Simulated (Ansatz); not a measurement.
**BiN (model cell, started as CsCl type): a soft mode frozen in**

Wanted: the energy along a soft mode of BiN (model cell, started as CsCl type) and the structure at the end.

Calculated with Ansatz 0.2.0; DFT PBEsol, scalar-relativistic, plane waves, PAW.

The structure was built from a prototype and need not be the compound's stable phase.

**1. Set-up**

It takes space group Pm-3m (No. 221, cubic). The conventional cell has a = 3.138 Å, b = 3.138 Å, c = 3.138 Å, α = 90.00°, β = 90.00°, γ = 90.00°. Nearest to Bi lie 8 N at 2.72 Å. Nearest to N lie 8 Bi at 2.72 Å. Farther neighbours, and contacts between anions beyond the nearest, are not listed.

**2. Response at finite wavevector**

Stability and thermal properties need the whole zone. Linear response on a 4×4×4 q mesh gives force constants as far as a supercell of that size would.

The input, input.yaml:

```yaml
crystal:
  lattice:
    - [3.1375731501, 0.0, 0.0]
    - [0.0, 3.1375731501, 0.0]
    - [0.0, 0.0, 3.1375731501]
  atoms:
    - { symbol: Bi, position: [0.0, 0.0, 0.0] }
    - { symbol: "N", position: [0.5, 0.5, 0.5] }
kpoints:
  mp_grid: { grid: [16, 16, 16] }
hamiltonian:
  xc: pbesol
scf:
  occupations: { method: methfessel_paxton, width: 0.2 }
output:
  eigenvalues: true
phonons:
  method: dfpt
  qmesh: [4, 4, 4]
  temperatures: { t_max: 1000, t_step: 50 }
  qpath:
    path:
      - [[0.0, 0.0, 0.0], [0.0, 0.5, 0.0], [0.5, 0.5, 0.0], [0.0, 0.0, 0.0], [0.5, 0.5, 0.5], [0.0, 0.5, 0.0]]
      - [[0.5, 0.5, 0.5], [0.5, 0.5, 0.0]]
    npoints: 10
```

Command:

```bash
> ansatz run input.yaml --threads 4 --pin off --max-ram 7168MiB --backend cpu --events-out ev --progress --plain --runs-dir out
```

Output:

```text
Engine: ansatz 0.2.0, aarch64-unknown-linux-gnu
Pseudopotentials: kind: paw
Pseudopotential: Bi, paw, valence charge 15, recommended cutoff 420 eV (normal), Bi.paw.azcp
Pseudopotential: N, paw, valence charge 5, recommended cutoff 420 eV (normal), N.paw.azcp
Functional definition: PBEsol
  exchange = pbesol_x
  correlation = pbesol_c
Crystal: 2 atoms, lattice volume = 30.887 Å³
Basis set: ecut = 420 eV, 619 PW (Γ), exchange–correlation on 48×48×48 points (8 copies of the dense FFT grid, shifted against one another)
Bands: 14, of which v1, the nominal top of the filled ones, is band 10 counted from 1 (9 counted from 0)
Symmetry: 48 space group operations
k-points: 165 of 4096
Non-local potential: Bi, projectors of the file, l = 0: 2, l = 1: 2, l = 2: 2, l = 3: 2
Non-local potential: N, projectors of the file, l = 0: 2, l = 1: 2, l = 2: 1
PAW form: soft (Blöchl's): semilocal exchange-correlation on the pseudo side does not see the compensation charge
PAW frozen core: Bi, regenerated for the run's functional, and the local potential with it (the file was generated under x = pbe(κ = 0.804, μ = 0.219515), c = pbe(β = 0.066725))
PAW frozen core: N, regenerated for the run's functional, and the local potential with it (the file was generated under x = pbe(κ = 0.804, μ = 0.219515), c = pbe(β = 0.066725))
PAW one-centre angular grid: Bi, 590 points (default); XC on 64 Gauss nodes
PAW one-centre angular grid: N, 110 points (default); XC on 64 Gauss nodes
Initial density: superposition of atomic densities (neutral atoms: chi_scale 0, normalization atom), corrected by the library's trained network
Initial wavefunctions: pseudopotential atomic-orbital guess
Functional: x = pbesol(κ = 0.804, μ = 0.123457), c = pbesol(β = 0.046)
SCF iter   1: F=—  HF=-12618.040732 eV  |F-HF|=—  |Δ(HF+E_count)|=         —  Δρ=1.74e-2  dr2=1.23e-1  ethr=1.77e-3  ⟨swp⟩=5.0  Hψ=11301  notcnv=0
preconditioner: auto → none  [metal: Δε(μ)=0.019 eV  Ē_g=19.990 eV  σ=0.200 eV  W_gap=0.08  n_scr=6 (ndim 8)  ℏωp=29.9 eV  f_vac=0.000  D(μ)=0.96/eV (n_scr^D=6)  sad-step TF]
SCF iter   2: F=—  HF=-12618.028030 eV  |F-HF|=—  |Δ(HF+E_count)|=   1.27e-2  S|Δr|=    0.00e0  Δρ=1.25e-2  dr2=6.86e-2  ethr=6.15e-4  ⟨swp⟩=1.0  Hψ=3630  notcnv=0
SCF iter   3: F=—  HF=-12618.014426 eV  |F-HF|=—  |Δ(HF+E_count)|=   1.36e-2  S|Δr|=    0.00e0  Δρ=1.17e-3  dr2=4.15e-4  ethr=3.43e-4  ⟨swp⟩=1.5  Hψ=2414  notcnv=0
SCF iter   4: F=—  HF=-12618.014518 eV  |F-HF|=—  |Δ(HF+E_count)|=   9.19e-5  S|Δr|=    0.00e0  Δρ=2.02e-4  dr2=3.22e-6  ethr=2.08e-6  ⟨swp⟩=2.0  Hψ=2773  notcnv=0
SCF iter   5: F=—  HF=-12618.014536 eV  |F-HF|=—  |Δ(HF+E_count)|=   1.74e-5  S|Δr|=    0.00e0  Δρ=4.43e-5  dr2=6.58e-7  ethr=1.61e-8  ⟨swp⟩=2.0  Hψ=3982  notcnv=0
SCF iter   6: F=—  HF=-12618.014532 eV  |F-HF|=—  |Δ(HF+E_count)|=   4.23e-6  S|Δr|=    0.00e0  Δρ=1.12e-5  dr2=3.72e-8  ethr=3.29e-9  ⟨swp⟩=2.4  Hψ=3697  notcnv=0
SCF iter   7: F=—  HF=-12618.014531 eV  |F-HF|=—  |Δ(HF+E_count)|=   4.87e-9  S|Δr|=    0.00e0  Δρ=2.41e-6  dr2=2.30e-9  ethr=1.86e-10  ⟨swp⟩=2.0  Hψ=2774  notcnv=0
SCF iter   8: F=—  HF=-12618.014531 eV  |F-HF|=—  |Δ(HF+E_count)|=  6.08e-10  S|Δr|=    0.00e0  Δρ=1.96e-7  dr2=1.30e-11  ethr=1.15e-11  ⟨swp⟩=2.0  Hψ=2723  notcnv=0
SCF iter   9: F=-12618.014531 eV  HF=-12618.014531 eV  |F-HF|=1.82e-12  |Δ(HF+E_count)|=  9.09e-12  S|Δr|=    0.00e0  Δρ=6.35e-8  dr2=1.40e-12  ethr=1.00e-12  ⟨swp⟩=5.8  Hψ=10098  notcnv=0
the search or the solves at the SCF's close seem to have found levels that the self-consistency loop had missed (the run counts 2). By its estimate they hold under 1e-12 electrons; where the run keeps them, the occupations were computed again with them
SCF 1 converged in 9 iterations: F = -12618.014531 eV  dr2 = 1.40e-12
  greatest PAW one-centre occupation: 0.990 electrons in one spin orbital (limit 2), on the Bi atom at site 0 (counted from 0), in its partial waves of l = 2
Initial density: read from a saved state, or passed on in memory by an earlier SCF of this step, an earlier step, the calling program or the single point that the run made first
iter 1 solved again at ethr=1.80e-7 eV; its pass at ethr=3.10e-3 eV (dr2=3.59e-5 eV) is discarded
SCF iter   1: F=—  HF=-12618.014522 eV  |F-HF|=—  |Δ(HF+E_count)|=         —  Δρ=9.28e-7  dr2=1.12e-10  ethr=1.80e-7  ⟨swp⟩=3.2  Hψ=18818  notcnv=0
eigensolver tolerance schedule: the retry pair's looser diagonalisation over-reported the residual by 320188.76 of it (diagonalisation noise at an unbounded share of the residual, at the tolerance the schedule requests for it); recorded, not acted on — ethr = c·dr2/N_el stays at c = 1.0e-1
preconditioner: auto → none  [metal: Δε(μ)=0.018 eV  Ē_g=19.968 eV  σ=0.200 eV  W_gap=0.08  n_scr=6 (ndim 8)  ℏωp=29.9 eV  f_vac=0.000  D(μ)=1.11/eV (n_scr^D=6)]
SCF iter   2: F=—  HF=-12618.014531 eV  |F-HF|=—  |Δ(HF+E_count)|=   9.20e-6  S|Δr|=    0.00e0  Δρ=6.34e-7  dr2=6.42e-11  ethr=1.00e-12  ⟨swp⟩=4.1  Hψ=6531  notcnv=0
SCF iter   3: F=—  HF=-12618.014531 eV  |F-HF|=—  |Δ(HF+E_count)|=  1.27e-11  S|Δr|=    0.00e0  Δρ=3.81e-7  dr2=2.16e-11  ethr=1.00e-12  ⟨swp⟩=1.0  Hψ=2310  notcnv=0
SCF iter   4: F=-12618.014531 eV  HF=-12618.014531 eV  |F-HF|=7.28e-12  |Δ(HF+E_count)|=  3.64e-12  S|Δr|=    0.00e0  Δρ=2.58e-7  dr2=9.83e-12  ethr=1.00e-12  ⟨swp⟩=3.7  Hψ=6909  notcnv=0
SCF 2 converged in 4 iterations: F = -12618.014531 eV  dr2 = 9.83e-12
phonons: the bands overlap, so this run is a metal and interpolates without the dipole-dipole term. If the crystal is really an insulator or semiconductor, its LO-TO splitting is missing
NSCF: frozen V_eff on 165 k-points
NSCF: frozen V_eff on 405 k-points
DFPT response loops at q = (0, 0, 0) (fractional): preconditioner auto → Kerker (q_TF=auto, 2.538 Å⁻¹) (partly filled bands, converged f_vac=0.000); β = 1.00, the filter's whole step (`scf.mixing.beta` (0.50) is not read by the response loops under this deck's `scf.mixing.preconditioner`; to damp them name `kerker` or `kerker_dos`, under which they read `scf.mixing.beta`, and type it under 1.00, their step now; both keys bind the ground state too); Broyden in place of MSR1
NSCF: frozen V_eff on 2592 k-points
DFPT response loops at q = (0, 0, 0.25) (fractional): mixed as the last ones told, above
NSCF: frozen V_eff on 1458 k-points
DFPT response loops at q = (0, 0, -0.5) (fractional): mixed as the last ones told, above
NSCF: frozen V_eff on 4608 k-points
DFPT response loops at q = (0, 0.25, 0.25) (fractional): mixed as the last ones told, above
NSCF: frozen V_eff on 2592 k-points
DFPT response loops at q = (0, 0.25, -0.5) (fractional): mixed as the last ones told, above
NSCF: frozen V_eff on 1458 k-points
DFPT response loops at q = (0, -0.5, -0.5) (fractional): mixed as the last ones told, above
NSCF: frozen V_eff on 4352 k-points
DFPT response loops at q = (0.25, 0.25, 0.25) (fractional): mixed as the last ones told, above
NSCF: frozen V_eff on 4608 k-points
DFPT response loops at q = (0.25, 0.25, -0.5) (fractional): mixed as the last ones told, above
NSCF: frozen V_eff on 2592 k-points
DFPT response loops at q = (0.25, -0.5, -0.5) (fractional): mixed as the last ones told, above
NSCF: frozen V_eff on 810 k-points
DFPT response loops at q = (-0.5, -0.5, -0.5) (fractional): mixed as the last ones told, above
SCF converged after 9 iterations
Stability not checked: this state was not tested for a lower state beside it, because cold or Methfessel-Paxton smearing, or corrected tetrahedra, fill the levels in a way that the test cannot read (fill_not_monotonic; see scf.lower_state_search)
Free energy (F): -12618.014531 eV
Harris-Foulkes:  -12618.014531 eV  (|F-HF|=1.82e-12)
Internal energy: -12618.012258 eV  (E = F + TS)
E sigma→0 (E₀):  -12618.013963 eV
Entropy (-TS):   -0.002273 eV (-1.137 meV/atom)
Fermi energy:    14.075434 eV
--- Per-component energies (eV) ---
  E_band       = -11.135711
  E_kinetic    = 427.275591
  E_local      = -1299.966551  (includes V_loc(G=0)·N_el)
  E_nonlocal   = 611.031923
  E_hartree    = 388.041800
  E_xc         = -210.196373
  E_vxc        = -220.509027  (∫ρ·V_xc dr)
  E_paw        = -10630.590154  (= ΣΔE_a)
  E_vpaw       = -305.050799  (= ΣTr[D̂ρ^β])
  E_aug_tail   = -0.000452  (compensation charges beyond the density's cutoff)
  E_ewald      = -1903.725895
  E_core_change = 0.117851  (= ΣΔE_core)
  E_smearing   = -0.002273  (= −TS)
  E_closure    = 0.000000  (closes the sum)
  Σ components = -12618.014531   (vs F -12618.014531, Δ=0.00e0)
--- Band table (eV; the first three rows and the last of 165) ---
  k-point 0: bands = [... 6 lower, 5.8742, 12.1076, 12.1076, 12.1076, 21.4127, 21.4127, 21.4127, 21.4204]
  k-point 1: bands = [... 6 lower, 5.7756, 12.0812, 12.1537, 12.1537, 20.4386, 21.3493, 21.3493, 21.4557]
  k-point 2: bands = [... 6 lower, 5.4827, 12.0266, 12.2887, 12.2887, 19.4158, 21.1599, 21.1599, 21.5619]
  k-point 164: bands = [... 6 lower, 6.9238, 11.4893, 11.4893, 11.4893, 12.1666, 12.1666, 12.1666, 27.6492]
--- Phonons (Γ-DFPT): 2 representative perturbations + reference (Σ response iterations 6) ---
  ASR residual: 5.796e-5 → 0.000e0 eV/Å²; symmetrization residual: 1.370e-6 eV/Å²
  ASR residual per site (eV/Å²): 3.94e-6 5.80e-5
  Γ frequencies (cm⁻¹): -249.68 -249.68 -249.68 0.00 0.00 0.00
--- Phonons (arbitrary-q DFPT): 10 irreducible q on the 4×4×4 mesh ---
  q = [0.0000, 0.0000, 0.0000] (star 1, of the zone-centre solve; hermiticity 9.10e-7, symmetrization 3.93e-13): -249.68 -249.68 -249.68 -0.00 0.00 0.00
  q = [0.0000, 0.0000, 0.2500] (star 6, 4 solved perturbations in 4032 linear systems a pass and spin channel, the states on 1296 of 4096 k-point pairs; hermiticity 2.14e-7, symmetrization 3.35e-13): -207.21 -207.21 -30.76 -30.76 106.19 169.36
  q = [0.0000, 0.0000, -0.5000] (star 3, 4 solved perturbations in 2268 linear systems a pass and spin channel, the states on 729 of 4096 k-point pairs; hermiticity 2.49e-14, symmetrization 3.56e-13): -62.09 -62.09 79.90 79.90 166.29 320.70
  q = [0.0000, 0.2500, 0.2500] (star 12, 4 solved perturbations in 7056 linear systems a pass and spin channel, the states on 2304 of 4096 k-point pairs; hermiticity 2.73e-7, symmetrization 4.63e-13): -204.59 -201.36 -55.88 101.24 108.39 238.24
  q = [0.0000, 0.2500, -0.5000] (star 12, 6 solved perturbations on 1296 of 4096 k-point pairs; hermiticity 2.78e-7, symmetrization 8.39e-15): -169.57 -76.51 48.66 51.92 169.83 231.87
  q = [0.0000, -0.5000, -0.5000] (star 3, 4 solved perturbations in 2268 linear systems a pass and spin channel, the states on 729 of 4096 k-point pairs; hermiticity 6.60e-7, symmetrization 3.67e-13): -255.52 -255.52 -228.50 -89.92 141.99 141.99
  q = [0.2500, 0.2500, 0.2500] (star 8, 2 solved perturbations on 2176 of 4096 k-point pairs; hermiticity 2.32e-7, symmetrization 7.94e-13): -85.13 -85.13 45.16 119.31 119.31 183.06
  q = [0.2500, 0.2500, -0.5000] (star 12, 4 solved perturbations in 7056 linear systems a pass and spin channel, the states on 2304 of 4096 k-point pairs; hermiticity 2.28e-7, symmetrization 3.68e-14): -254.55 -86.22 67.29 143.06 164.66 235.68
  q = [0.2500, -0.5000, -0.5000] (star 6, 4 solved perturbations in 4032 linear systems a pass and spin channel, the states on 1296 of 4096 k-point pairs; hermiticity 3.25e-7, symmetrization 3.64e-13): 55.23 71.92 71.92 170.94 170.94 202.85
  q = [-0.5000, -0.5000, -0.5000] (star 1, 2 solved perturbations on 405 of 4096 k-point pairs; hermiticity 2.48e-14, symmetrization 1.93e-12): 116.82 116.82 116.82 303.82 303.82 303.82
  sum rule: each row above includes the acoustic sum rule's correction from the zone centre's row sums; it moved no ω² by more than (1.06 cm⁻¹)²
  mesh force constants: q→R imaginary residual 4.06e-18; ASR residual 5.796e-5 → 0.000e0 eV/Å²; symmetrization residual 2.665e-15 eV/Å²
  interpolated dispersion: 62 rows × 6 modes
  density of states and harmonic sums: on the 20×20×20 q-mesh, interpolated from the force constants of a 4×4×4 supercell (no non-analytic term)
  largest difference from the sums on the solved wave vectors: F 4.56e-2 eV, S 6.82e-5 and C_V 2.26e-5 eV/K
  zero-point energy: 0.030491 eV/cell   skipped modes (ω ≤ 0): 736, of them read as no rigid motion or as one in doubt: 733 (2.575e0 modes/cell left out, lowest -258.00 cm⁻¹)   left out of the sums: 4.29e-1 of the cell's modes: C_V's classical limit lies that fraction below 3 k_B per atom; for a crystal, a wire or a layer, F and S can be off by more, and a phonons.interpolated_qmesh denser along its periods is the remedy for the sampling
```

It took 6.1 min on 4 threads of Arm Neoverse V2, shared host; peak memory 2.8 GiB.

Reading the cycles: dr2 is the Hartree energy of the density residual (eV), the measure of convergence; HF is the Harris–Foulkes estimate of the energy, which meets the free energy F at convergence.

Numbers from this step:

```
volume per atom                                         : 15.44 Å³
gap on the k-mesh                                       : 0 eV
sum-rule residual before enforcement                    : 5.80e-5 eV/Å²
lowest frequency on the path                            : -255.5 cm⁻¹
point group                                             : m-3m
highest frequency on path, mesh or solved points        : 320.7 cm⁻¹
highest optical mode at the zone centre (no LO-TO term) : -249.7 cm⁻¹
lowest optical zone-centre mode                         : -249.7 cm⁻¹
lowest mode on the q mesh (acoustic modes at Γ apart)   : -255.5 cm⁻¹
```

Frequencies (cm⁻¹) solved at each irreducible wavevector; negative means imaginary. Frequencies by wavevector, by row:

```
q in reciprocal lattice units  star  mode 1  mode 2  mode 3  mode 4  mode 5  mode 6
                        0 0 0     1  -249.7  -249.7  -249.7       0       0       0
                     0 0 0.25     6  -207.2  -207.2   -30.8   -30.8   106.2   169.4
                     0 0 -0.5     3   -62.1   -62.1    79.9    79.9   166.3   320.7
                  0 0.25 0.25    12  -204.6  -201.4   -55.9   101.2   108.4   238.2
                  0 0.25 -0.5    12  -169.6   -76.5    48.7    51.9   169.8   231.9
                  0 -0.5 -0.5     3  -255.5  -255.5  -228.5   -89.9     142     142
               0.25 0.25 0.25     8   -85.1   -85.1    45.2   119.3   119.3   183.1
               0.25 0.25 -0.5    12  -254.6   -86.2    67.3   143.1   164.7   235.7
               0.25 -0.5 -0.5     6    55.2    71.9    71.9   170.9   170.9   202.8
               -0.5 -0.5 -0.5     1   116.8   116.8   116.8   303.8   303.8   303.8
```

Interpolated from a 4×4×4 q mesh. Phonon branches along the path, in cm⁻¹:

```
    point  branch 1  branch 2  branch 3  branch 4  branch 5  branch 6
        Γ      -250      -250      -250         0         0         0
  halfway      -207      -207       -31       -31       106       169
        X       -62       -62        80        80       166       321
  halfway      -170       -76        49        52       170       232
        M      -256      -256      -228       -90       142       142
  halfway      -205      -201       -56       101       108       238
        Γ      -250      -250      -250         0         0         0
  halfway       -85       -85        45       119       119       183
        R       117       117       117       304       304       304
  halfway      -254       -86        67       143       165       236
        X       -62       -62        80        80       166       321
jump to R       117       117       117       304       304       304
  halfway        55        72        72       171       171       203
        M      -256      -256      -228       -90       142       142
```

The phonon branches as a text plot (rows in cm⁻¹):

```
    309 |      ****                          *****     ****
    285 |                                       * *        *
    261 |     *    *                        **   * *  *    *
    237 |    *             ***                   *  *       *
    213 |                              *   *      *  *      **
    189 |           *     *   *         *   *         *
    165 |   *  *******   *           **  **        ** ****   *
    141 |    **      ******              ***      ****        ***
    117 |   *     *        ***          *   ******      * ***
     93 |        * *      *  ***       *   **    ***       *
     69 |  *   ***             *     *** **       * *    *  **
     45 | *        *           **   *   *            *       *
     21 |*                       * *                    *
     -3 |*                       **
    -27 | *****   * *          **                 *   *
    -51 |       **           **                    *  ****    *
    -75 |      *  *****  ****           *           **         **
    -99 |         * *  **                                     *
   -123 |            *   *          *    ***           *
   -147 |  *  *    *
   -171 |    *       *          *      *                      **
   -195 |   *       * *   ****                     *  *
   -219 | *          *****    *  * * **                        **
   -243 |***           **      ******               **          *
         Γ      X      M          Γ            R        X|R     M
```

Symmetry leaves 10 wavevectors to solve. The lowest mode among them, the acoustic zeros apart, lies at q = (0, -0.5, -0.5) and is imaginary, 255.5i cm⁻¹, so the energy falls along it.

**3. The mode frozen in, largest atomic shift 0 Å**

The mode followed lies at q = (0.25, 0.25, -0.5) with frequency 254.5i cm⁻¹, one of the unstable modes though not the softest. At small amplitude the pattern taken leaves space group no. 63 by a symmetry search on the positions. The undistorted cell that holds it gives the zero of energy on the same k mesh.

System of this step: BiN (model cell, started as CsCl type). The structure is cubic, space group Pm-3m (No. 221). The conventional cell has a = 3.138 Å, b = 3.138 Å, c = 3.138 Å, α = 90.00°, β = 90.00°, γ = 90.00°. Bi has 8 N at 2.72 Å nearest. N has 8 Bi at 2.72 Å nearest. Farther neighbours, and contacts between anions beyond the nearest, are not listed.

The input, input.yaml:

```yaml
crystal:
  lattice:
    - [-3.1375731501, 3.1375731501, 0.0]
    - [-3.1375731501, -3.1375731501, -3.1375731501]
    - [-3.1375731501, -3.1375731501, 3.1375731501]
  atoms:
    - { symbol: Bi, position: [0.0, 0.5, 0.5] }
    - { symbol: Bi, position: [0.5, 0.25, 0.25] }
    - { symbol: Bi, position: [0.0, 1.0, 1.0] }
    - { symbol: Bi, position: [0.5, 0.75, 0.75] }
    - { symbol: "N", position: [0.5, 0.25, 0.75] }
    - { symbol: "N", position: [0.0, 0.0, 0.5] }
    - { symbol: "N", position: [0.5, 0.75, 0.25] }
    - { symbol: "N", position: [0.0, 0.5, 0.0] }
kpoints:
  mp_grid: { grid: [8, 8, 8] }
hamiltonian:
  xc: pbesol
scf:
  occupations: { method: methfessel_paxton, width: 0.2 }
output:
  forces: true
  stress: true
  eigenvalues: true
```

Output:

```text
[...]
Crystal: 8 atoms, lattice volume = 123.550 Å³
Basis set: ecut = 420 eV, 2391 PW (Γ), exchange–correlation on 60×80×80 points (8 copies of the dense FFT grid, shifted against one another)
Bands: 48, of which v1, the nominal top of the filled ones, is band 40 counted from 1 (39 counted from 0)
Symmetry: 32 space group operations
[...]
k-points: 105 of 512
[...]
k-point 0: bands = [... 36 lower, 12.1150, 12.3878, 12.3878, 13.7753, 14.6951, 14.6951, 16.4322, 16.4322, ... 4 higher]
  k-point 1: bands = [... 36 lower, 12.1072, 12.3345, 12.4062, 13.6580, 14.4595, 15.5449, 16.1657, 16.5326, ... 4 higher]
  k-point 2: bands = [... 36 lower, 12.2782, 12.9192, 13.0227, 13.3105, 14.7683, 15.5813, 16.5026, 16.6546, ... 4 higher]
  k-point 104: bands = [... 36 lower, 13.6526, 13.6526, 13.6552, 13.6552, 14.5497, 14.5497, 14.6950, 14.6950, ... 4 higher]
[key lines of the parts left out:]
SCF converged after 6 iterations
Free energy (F): -50472.057833 eV
Fermi energy:    14.095033 eV
P = ⅓ Tr σ = 0.1063 GPa (1.063 kbar)
```

Run time: 6.9 s. Hardware: 4 threads; peak memory 0.73 GiB.

Read from the output:

```yaml
pressure: 0.1063 GPa
energy_from_the_undistorted_cell: 0 meV/atom
```

The run ends at a pressure of 0.11 GPa.

(Continued in part 2 of 3.)

[Long decimals in the printed logs are rounded to 6 places.]

[Logs are printed without paths, hosts, clocks, repeated set-up lines and the standing remarks that a program may print on its own settings, such as how far it seeks lower states.]

[Hosts, paths, dates, database ids (printed as entryN), source tags and the programs' standing remarks are cut or masked in the printed files.]

[Where the starting crystal was built by hand or by swapping elements, it need not be the compound's stable phase.]
